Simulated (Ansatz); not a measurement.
# Decaying states in the gap of ScBrF2, part 2 of 3

Aim: relax a made-up compound, ScBrF2, and see how good a tunnel barrier it would be. It is built by putting Br for part of the F in the ScF3 structure of space group R32, with the volume rescaled by atomic radii. The parent structure comes from the Materials Project.

Ansatz 0.2.0; PBEsol DFT, plane waves, PAW files (the session's first sound run).

So far. Step 2 (Cell and atoms at rest): The largest force component on a free atom ends at 4.7e-4 eV/Å.

The structure was built from a prototype and need not be the compound's stable phase.

## 3. Band edges

The energy window and the wavevectors of the next steps follow from the band edges, so these are searched first, off the mesh as well.

Contents of input.yaml:

```yaml
crystal:
  lattice:
    - [2.8334383999, 1.6351303726, 2.3140239561]
    - [-2.8334383999, 1.6351303726, 2.3140239561]
    - [0.0, -4.2954296677, 3.0356848799]
  atoms:
    - { symbol: Sc, position: [1.86261e-05, -1.86261e-05, 0.0] }
    - { symbol: F, position: [0.5000081403, 1.0000201052, 1.97195e-05] }
    - { symbol: F, position: [-2.01052e-05, 0.4999918597, 0.9999802805] }
    - { symbol: Br, position: [0.9999933389, 6.6611e-06, 0.5] }
kpoints:
  mp_grid: { grid: [6, 6, 6] }
  band_path: { path: [VBM, CBM], npoints: 30 }
scf:
  occupations: { method: fixed }
hamiltonian:
  xc: pbesol
output:
  eigenvalues: true
  write_potential: true
  write_density: true
  volumetric_format: npy
  elf: true
```

Started as:

```sh
> ansatz run input.yaml --threads 2 --pin off --max-ram 4096MiB --backend cpu --events-out ev --progress --plain --runs-dir out
```

Numbers of over 12 decimals in the logs are rounded to 6 here.

Log:

```text
[...]
Crystal: 4 atoms, lattice volume = 84.456 Å³
Basis set: ecut = 420 eV, 1617 PW (Γ)
Bands: 20, of which v1, the nominal top of the filled ones, is band 16 counted from 1 (15 counted from 0)
Symmetry: 2 space group operations
[...]
k-points: 68 of 216 (time reversal used)
[...]
SCF iter   1: F=—  HF=-6455.828784 eV  |F-HF|=—  |Δ(HF+E_count)|=         —  Δρ=1.01e-2  dr2=5.58e-2  ethr=1.77e-3  ⟨swp⟩=4.2  Hψ=5957  notcnv=0  defer=78
[...]
SCF iter   7: F=-6455.814605 eV  HF=-6455.814605 eV  |F-HF|=5.75e-8  |Δ(HF+E_count)|=   1.91e-6  Δρ=7.45e-6  dr2=3.06e-8  ethr=3.13e-10  ⟨swp⟩=5.9  Hψ=4770  notcnv=0
SCF 1 converged in 7 iterations: F = -6455.814605 eV  dr2 = 3.06e-8
[...]
NSCF: frozen V_eff on 68 k-points
[...]
SCF converged after 7 iterations
Free energy (F): -6455.814605 eV
[...]
Internal energy: -6455.814605 eV  (E = F + TS)
E sigma→0 (E₀):  -6455.814605 eV
Fermi energy:    2.341605 eV
[...]
--- Band table (eV; the first three rows and the last of 68) ---
  k-point 0: bands = [... 12 lower, -1.1417, 1.0585, 2.2245, 2.2245, 5.2722, 5.2722, 5.6279, 5.8563]
  k-point 1: bands = [... 12 lower, -1.1418, 0.5641, 2.1215, 2.1215, 5.4785, 5.4785, 5.6295, 6.4514]
  k-point 2: bands = [... 12 lower, -1.1416, -0.2946, 1.9409, 1.9409, 5.6326, 5.8840, 5.8840, 7.3080]
  k-point 67: bands = [... 12 lower, -0.5925, -0.4504, 1.4739, 1.4739, 6.7700, 6.7700, 7.2238, 9.0217]
```

Run time: 18 s. Hardware: 2 threads of Arm Neoverse V2, shared host; peak memory 0.41 GiB.

Reading the cycles: dr2 is the Hartree energy of the density residual (eV), the measure of convergence; HF is the Harris–Foulkes estimate of the energy, which meets the free energy F at convergence.

Numbers from this step:

```yaml
free_energy: -6455.8146 eV
fermi_energy: 2.342 eV
gap_on_the_k_mesh: 2.931 eV
gap_on_path: 2.931 eV, by band count; negative where bands overlap
direct_gap_on_path: 2.991 eV
edge_places_on_path: 0, 0.7840 1/A along the path
```

The electronic bands at the labelled points (eV, zero at the Fermi level (highest filled level under fixed occupations); v1 is the highest filled band, c1 the lowest empty one):

| point | v4 | v3 | v2 | v1 | c1 | c2 | c3 | c4 |
| --- | --- | --- | --- | --- | --- | --- | --- | --- |
| VBM | -3.91 | -1.41 | -1.39 | 0.00 | 2.99 | 3.64 | 3.86 | 4.19 |
| halfway | -3.74 | -1.36 | -0.83 | -0.06 | 2.96 | 3.41 | 3.59 | 3.74 |
| CBM | -3.48 | -1.28 | -0.12 | -0.12 | 2.93 | 2.93 | 3.29 | 3.51 |

ELF in the ac plane of the cell as run, not the conventional one, at fractional y = 0.000, with atoms of Sc and F and Br within 0.2 Å of it. It is the smooth field of the valence electrons, not physical close to the nuclei.

Ten even steps from '0' (0.01) to '9' (0.88), each cell a mean:
```
36725887882385
88514899871278
54101477640024
11100133210011
76641000002467
99974100026899
78997400158998
13998500269972
00899610279950
02898610279961
57998400158996
99986200037999
88752000003678
33210011000123
32001366530013
87303788861157
57724887882386
15725865882483
```
Columns run along a (4.0 Å), rows up along c (5.3 Å). Atoms in or near the plane, at fractional coordinates: Sc at (0.00, 0.00), F at (0.50, 0.00), Br at (0.00, 0.50).

Electrostatic potential energy in the ac plane of the cell as run, not the conventional one, at fractional y = 0.000, with atoms of Sc and F and Br within 0.2 Å of it. With pseudopotentials it is smooth inside the atoms' cores, unlike the true potential.

Ten even steps from '0' (-73 eV) to '9' (9 eV), each cell a mean:
```
01578643478741
34689865788754
67889999999877
88899999999988
89999999999998
78999999999988
24799999999863
01489999999720
00379999999610
00379999999610
13689999999852
67899999999986
88999999999998
88999999999998
77899999999887
55789977899865
12578644578741
00478533468630
```
Columns run along a (4.0 Å; values clipped at the 3rd and 97th percentile), rows up along c (5.3 Å). Atoms in or near the plane, at fractional coordinates: Sc at (0.00, 0.00), F at (0.50, 0.00), Br at (0.00, 0.50).

Valence density in the ac plane of the cell as run, not the conventional one, at fractional y = 0.000, with atoms of Sc and F and Br within 0.2 Å of it. It is the smooth field of the valence electrons, not physical close to the nuclei.

Ten steps, logarithmic in the rise over the least value, from '_' (0 e/Å³) to '@' (13 e/Å³), each cell a mean:
```
%%%%**--==**%%@@%%++--==##%%
##**==::--==**##**==::--++##
==--::....::----::::....::==
::::....__........____....::
--::::..____________....::::
==----::..__________..::--==
======--..________..::--====
--====--::..______..::======
..--====::..______..--====--
::======::..______..--====--
======--..________..::--====
====--::..__________..::====
----::..____________....::--
::::....______________....::
==--::......::::::......::--
**++--::::--++++==--::::==**
%%##++----**%%%%##++--==**%%
%%%%**====**@@@@%%**--==##%%
```
Columns run along a (4.0 Å), rows up along c (5.3 Å). Atoms in or near the plane, at fractional coordinates: Sc at (0.00, 0.00), F at (0.50, 0.00), Br at (0.00, 0.50).

The searched edges give 2.93 eV, as on the mesh.

## 4. Complex bands

This step: PBEsol DFT, plane waves, PAW files; complex bands by layer matching along the plane's normal (Ansatz 0.2.0).

The same crystal is laid in a cell whose first two vectors span the (001) plane (indices of the standard conventional cell, whose axes can be ordered otherwise than in the bulk input). At fixed energy and wavevector in the plane the solver finds all kz, real and complex. A few wavevectors are listed, (0, 0), (0, -0.5) and (0.5, 0) in units of the plane's reciprocal vectors; the slowest state needn't be among them.

Contents of input.yaml:

```yaml
crystal:
  lattice:
    - [4.007085146, 0.0, 0.0]
    - [-3.734e-06, 4.007085146, 0.0]
    - [-0.000264537, -0.000264537, 5.259857278]
  atoms:
    - { symbol: Sc, position: [0.9999813739, 1.86261e-05, 0.0] }
    - { symbol: F, position: [2.01052e-05, 0.5000081403, 0.9999802805] }
    - { symbol: F, position: [0.4999918597, 0.9999798948, 1.97195e-05] }
    - { symbol: Br, position: [6.6611e-06, 0.9999933389, 0.5] }
kpoints:
  mp_grid: { grid: [6, 6, 4] }
scf:
  occupations: { method: fixed }
hamiltonian:
  xc: pbesol
output:
  eigenvalues: true
  transmission:
    leads: [[0, 0]]
    kpoints: [[0.0, 0.0], [0.0, -0.5], [0.5, 0.0]]
    e_range: [-1.0, 3.93]
    de: 0.1
```

Log:

```text
[...]
Crystal: 4 atoms, lattice volume = 84.456 Å³
Basis set: ecut = 420 eV, 1617 PW (Γ)
Bands: 20, of which v1, the nominal top of the filled ones, is band 16 counted from 1 (15 counted from 0)
Symmetry: 2 space group operations
[...]
k-points: 47 of 144 (time reversal used)
[...]
SCF iter   1: F=—  HF=-6455.827207 eV  |F-HF|=—  |Δ(HF+E_count)|=         —  Δρ=1.01e-2  dr2=5.55e-2  ethr=1.77e-3  ⟨swp⟩=4.3  Hψ=4126  notcnv=0  defer=50
[...]
SCF iter   7: F=-6455.813076 eV  HF=-6455.813076 eV  |F-HF|=5.80e-8  |Δ(HF+E_count)|=   1.92e-6  Δρ=7.58e-6  dr2=3.12e-8  ethr=3.13e-10  ⟨swp⟩=5.8  Hψ=3296  notcnv=0
SCF 1 converged in 7 iterations: F = -6455.813076 eV  dr2 = 3.12e-8
[...]
transmission: 9 of 27 steps passed
transmission: 18 of 27 steps passed
transmission: 27 of 27 steps passed
SCF converged after 7 iterations
Free energy (F): -6455.813076 eV
[...]
Internal energy: -6455.813076 eV  (E = F + TS)
E sigma→0 (E₀):  -6455.813076 eV
Fermi energy:    2.342948 eV
[...]
--- Band table (eV; the first three rows and the last of 47) ---
  k-point 0: bands = [... 12 lower, -1.1426, 1.0595, 2.2259, 2.2259, 5.2700, 5.2700, 5.6256, 5.8544]
  k-point 1: bands = [... 12 lower, -1.1425, 0.1268, 2.0287, 2.0287, 5.6287, 5.6795, 5.6795, 6.9277]
  k-point 2: bands = [... 12 lower, -1.1424, -0.7489, 1.8611, 1.8611, 5.6319, 6.0862, 6.0862, 7.3212]
  k-point 46: bands = [... 12 lower, -0.5933, -0.4497, 1.4749, 1.4749, 6.7677, 6.7677, 7.2215, 9.0198]
--- Transmission ---
  basis      : 137 plane waves across, 9 finite elements along
  points     : 3, as listed
  energies   : 50 from -1.000000 to 3.900000 eV about the Fermi level, 0.100000 eV apart; the leads are filled to 1.463525 eV, and channels, transmission and decay are at 1.500000 eV
  crystal 0  : F2Sc1Br1, at the sites [0, 0], period 5.2599 Å: whole cells are its period
    offset         : up to 0.0000 Å between an atom of the period and one for which it stands
    channels       : 0.000000e0 a spin
    conductance    : none, the energies end too early or step too widely for 300 K: set another output.transmission.e_range or a lower de, or, where they end at an eighth of basis.ecutwfc, a higher one
    slowest decay  : 0.2488 /Å at (0.0000, 0.0000)
```

It took 23 s on 2 threads; peak memory 0.42 GiB; 31 s of CPU time.

A gap read on the k-mesh alone can miss the band edges.

Numbers from this step:

- free energy: -6455.8131 eV
- Fermi energy: 2.343 eV
- gap on the k-mesh: 2.927 eV
- level to which the leads are filled: 1.464 eV from the Fermi level
- decay constant at the filling level, zone centre: 0.2488 Å⁻¹
- decay constant at the filling level, slowest listed point: 0.2488 Å⁻¹

K parallel (0, 0); values up to 1.5 1/Å, a degenerate pair printed once or twice; energies at which all values exceed this have no row. Im kz of the slowest decaying states against energy, zero at the highest filled level on the SCF mesh:

| energy (eV) | decay 1 (Å⁻¹) | decay 2 (Å⁻¹) | decay 3 (Å⁻¹) | decay 4 (Å⁻¹) |
| --- | --- | --- | --- | --- |
| -1.00 | 0.131 | 0.437 | 1.02 | 1.10 |
| -0.80 | 0.165 | 0.354 | 1.01 | 1.10 |
| -0.50 | 0.0910 | 0.199 | 0.996 | 1.10 |
| -0.30 | 0.216 | 0.986 | 1.10 | - |
| 0.00 | 0.184 | 0.233 | 0.971 | 1.10 |
| 0.20 | 0.241 | 0.274 | 0.960 | 1.10 |
| 0.50 | 0.250 | 0.337 | 0.942 | 1.10 |
| 0.70 | 0.253 | 0.358 | 0.929 | 1.09 |
| 1.00 | 0.254 | 0.373 | 0.908 | 1.09 |
| 1.20 | 0.253 | 0.375 | 0.893 | 1.08 |
| 1.40 | 0.251 | 0.372 | 0.877 | 1.08 |
| 1.70 | 0.244 | 0.357 | 0.851 | 1.07 |
| 1.90 | 0.237 | 0.341 | 0.833 | 1.06 |
| 2.20 | 0.223 | 0.304 | 0.803 | 1.05 |
| 2.40 | 0.211 | 0.270 | 0.782 | 1.04 |
| 2.70 | 0.188 | 0.188 | 0.188 | 0.748 |
| 2.90 | 0.0678 | 0.168 | 0.723 | 1.01 |
| 3.20 | 0.125 | 0.683 | 0.766 | 0.993 |
| 3.40 | 0.0767 | 0.654 | 0.808 | 0.980 |
| 3.70 | 0.605 | 0.956 | 1.03 | - |
| 3.90 | 0.160 | 0.570 | 0.938 | 1.10 |

K parallel (0, -0.5); values up to 1.5 1/Å, a degenerate pair printed once or twice; energies at which all values exceed this have no row. Table of Im kz of the slowest decaying states by energy, zero at the highest filled level on the SCF mesh:

| energy (eV) | decay 1 (Å⁻¹) | decay 2 (Å⁻¹) | decay 3 (Å⁻¹) | decay 4 (Å⁻¹) |
| --- | --- | --- | --- | --- |
| -1.00 | 0.166 | 0.172 | 0.491 | 1.10 |
| -0.80 | 0.195 | 0.324 | 0.421 | 1.10 |
| -0.50 | 0.225 | 0.260 | 0.442 | 1.09 |
| -0.30 | 0.239 | 0.497 | 1.09 | 1.35 |
| 0.00 | 0.00339 | 0.255 | 0.565 | 1.08 |
| 0.20 | 0.235 | 0.262 | 0.605 | 1.08 |
| 0.50 | 0.269 | 0.323 | 0.665 | 1.07 |
| 0.70 | 0.272 | 0.352 | 0.707 | 1.06 |
| 1.00 | 0.273 | 0.373 | 0.791 | 1.05 |
| 1.20 | 0.271 | 0.378 | 0.923 | 1.04 |
| 1.40 | 0.268 | 0.377 | 0.915 | 1.03 |
| 1.70 | 0.260 | 0.365 | 0.901 | 1.02 |
| 1.90 | 0.254 | 0.351 | 0.890 | 1.01 |
| 2.20 | 0.240 | 0.317 | 0.871 | 0.995 |
| 2.40 | 0.228 | 0.286 | 0.855 | 0.983 |
| 2.70 | 0.206 | 0.213 | 0.691 | 0.964 |
| 2.90 | 0.123 | 0.187 | 0.602 | 0.951 |
| 3.20 | 0.149 | 0.485 | 0.929 | 1.05 |
| 3.40 | 0.112 | 0.403 | 0.913 | 1.07 |
| 3.70 | 0.240 | 0.887 | 1.08 | 1.12 |
| 3.90 | 0.147 | 0.868 | 0.983 | 1.09 |

K parallel (0.5, 0); values up to 1.5 1/Å, a degenerate pair printed once or twice; energies at which all values exceed this have no row. The Im kz of the slowest decaying states by energy, zero at the highest filled level on the SCF mesh:

| energy (eV) | decay 1 (Å⁻¹) | decay 2 (Å⁻¹) | decay 3 (Å⁻¹) | decay 4 (Å⁻¹) |
| --- | --- | --- | --- | --- |
| -1.0000 | 0.166 | 0.172 | 0.491 | 1.10 |
| -0.8000 | 0.195 | 0.324 | 0.421 | 1.10 |
| -0.5000 | 0.225 | 0.260 | 0.442 | 1.09 |
| -0.3000 | 0.239 | 0.497 | 1.09 | 1.35 |
| 0.0000 | 0.00339 | 0.255 | 0.565 | 1.08 |
| 0.2000 | 0.235 | 0.262 | 0.605 | 1.08 |
| 0.5000 | 0.269 | 0.323 | 0.665 | 1.07 |
| 0.7000 | 0.272 | 0.352 | 0.707 | 1.06 |
| 1.0000 | 0.273 | 0.373 | 0.791 | 1.05 |
| 1.2000 | 0.271 | 0.378 | 0.923 | 1.04 |
| 1.5000 | 0.266 | 0.374 | 0.911 | 1.03 |
| 1.7000 | 0.260 | 0.365 | 0.901 | 1.02 |
| 2.0000 | 0.249 | 0.341 | 0.884 | 1.01 |
| 2.2000 | 0.240 | 0.317 | 0.871 | 0.995 |
| 2.5000 | 0.221 | 0.266 | 0.847 | 0.977 |
| 2.7000 | 0.206 | 0.213 | 0.691 | 0.964 |
| 3.0000 | 0.176 | 0.562 | 0.944 | 1.03 |
| 3.2000 | 0.149 | 0.485 | 0.929 | 1.05 |
| 3.5000 | 0.0863 | 0.357 | 0.905 | 1.07 |
| 3.7000 | 0.240 | 0.887 | 1.08 | 1.12 |

At the listed wavevectors the last open channel is at -0.10 eV and the next at +3.00 eV on the grid. At +1.50 eV, the grid energy nearest the filling level (the middle of the gap on the SCF mesh), the slowest state at the listed wavevectors decays with κ = 0.249 Å⁻¹, its amplitude falling by e over 4.0 Å. Through 1 nm of this crystal that state's transmission falls by exp(−2 × 0.249 Å⁻¹ × 10 Å) = 0.0069.

## 5. Band edges at another level, cutoff 1142.88 eV

This step: PBEsol DFT, plane waves, norm-conserving files (Ansatz 0.2.0).

The edges again with norm-conserving files, at the same atoms. Against that run the cutoff is 1143 eV against 420.

Contents of input.yaml:

```yaml
crystal:
  lattice:
    - [2.8334383999, 1.6351303726, 2.3140239561]
    - [-2.8334383999, 1.6351303726, 2.3140239561]
    - [0.0, -4.2954296677, 3.0356848799]
  atoms:
    - { symbol: Sc, position: [1.86261e-05, -1.86261e-05, 0.0] }
    - { symbol: F, position: [0.5000081403, 1.0000201052, 1.97195e-05] }
    - { symbol: F, position: [-2.01052e-05, 0.4999918597, 0.9999802805] }
    - { symbol: Br, position: [0.9999933389, 6.6611e-06, 0.5] }
kpoints:
  mp_grid: { grid: [6, 6, 6] }
  band_path: { path: [VBM, CBM], npoints: 30 }
scf:
  occupations: { method: fixed }
hamiltonian:
  xc: pbesol
  pseudopotentials: { kind: nc }
output:
  eigenvalues: true
```

Log:

```text
[...]
Crystal: 4 atoms, lattice volume = 84.456 Å³
Basis set: ecut = 1142.878222 eV, 7373 PW (Γ)
Bands: 20, of which v1, the nominal top of the filled ones, is band 16 counted from 1 (15 counted from 0)
Symmetry: 2 space group operations
[...]
k-points: 68 of 216 (time reversal used)
[...]
SCF iter   1: F=—  HF=-3090.008711 eV  |F-HF|=—  |Δ(HF+E_count)|=         —  Δρ=1.24e-1  dr2=1.32e1  ethr=3.10e-3  ⟨swp⟩=5.0  Hψ=6495  notcnv=0  defer=110
[...]
SCF iter   9: F=-3087.295253 eV  HF=-3087.295253 eV  |F-HF|=3.72e-8  |Δ(HF+E_count)|=   2.30e-6  Δρ=9.44e-6  dr2=6.37e-8  ethr=3.13e-10  ⟨swp⟩=6.9  Hψ=7719  notcnv=0
SCF 1 converged in 9 iterations: F = -3087.295253 eV  dr2 = 6.37e-8
[...]
SCF converged after 9 iterations
Free energy (F): -3087.295253 eV
[...]
Internal energy: -3087.295253 eV  (E = F + TS)
E sigma→0 (E₀):  -3087.295253 eV
Fermi energy:    2.356869 eV
[...]
--- Band table (eV; the first three rows and the last of 68) ---
  k-point 0: bands = [... 12 lower, -1.1464, 1.0610, 2.2399, 2.2399, 5.2908, 5.2908, 5.6522, 5.8757]
  k-point 1: bands = [... 12 lower, -1.1462, 0.5682, 2.1371, 2.1371, 5.4972, 5.4972, 5.6538, 6.4707]
  k-point 2: bands = [... 12 lower, -1.1459, -0.2883, 1.9570, 1.9571, 5.6570, 5.9032, 5.9032, 7.3287]
  k-point 67: bands = [... 12 lower, -0.5891, -0.4438, 1.4877, 1.4877, 6.7888, 6.7888, 7.2453, 9.0377]
```

The job ended after 61 s (2 threads; peak memory 0.62 GiB; 2 min of CPU time).

Numbers from this step:

```yaml
free_energy: -3087.2953 eV
fermi_energy: 2.357 eV
gap_on_the_k_mesh: 2.934 eV
gap_on_path: 2.934 eV, by band count; negative where bands overlap
direct_gap_on_path: 2.995 eV
```

The electronic bands at the labelled points (eV, zero at the Fermi level (highest filled level under fixed occupations); v1 is the highest filled band, c1 the lowest empty one):

| point | v4 | v3 | v2 | v1 | c1 | c2 | c3 | c4 |
| --- | --- | --- | --- | --- | --- | --- | --- | --- |
| VBM | -3.92 | -1.42 | -1.39 | 0.00 | 2.99 | 3.64 | 3.86 | 4.20 |
| halfway | -3.76 | -1.37 | -0.83 | -0.06 | 2.96 | 3.41 | 3.60 | 3.75 |
| CBM | -3.50 | -1.30 | -0.12 | -0.12 | 2.93 | 2.93 | 3.30 | 3.52 |

The searched edges give 2.93 eV, as on the mesh.

(Continued in part 3 of 3.)

[Logs are printed without paths, hosts, clocks, repeated set-up lines and the standing remarks that a program may print on its own settings, such as how far it seeks lower states.]

[Hosts, paths, dates, database ids (printed as entryN), source tags and the programs' standing remarks are cut or masked in the printed files.]
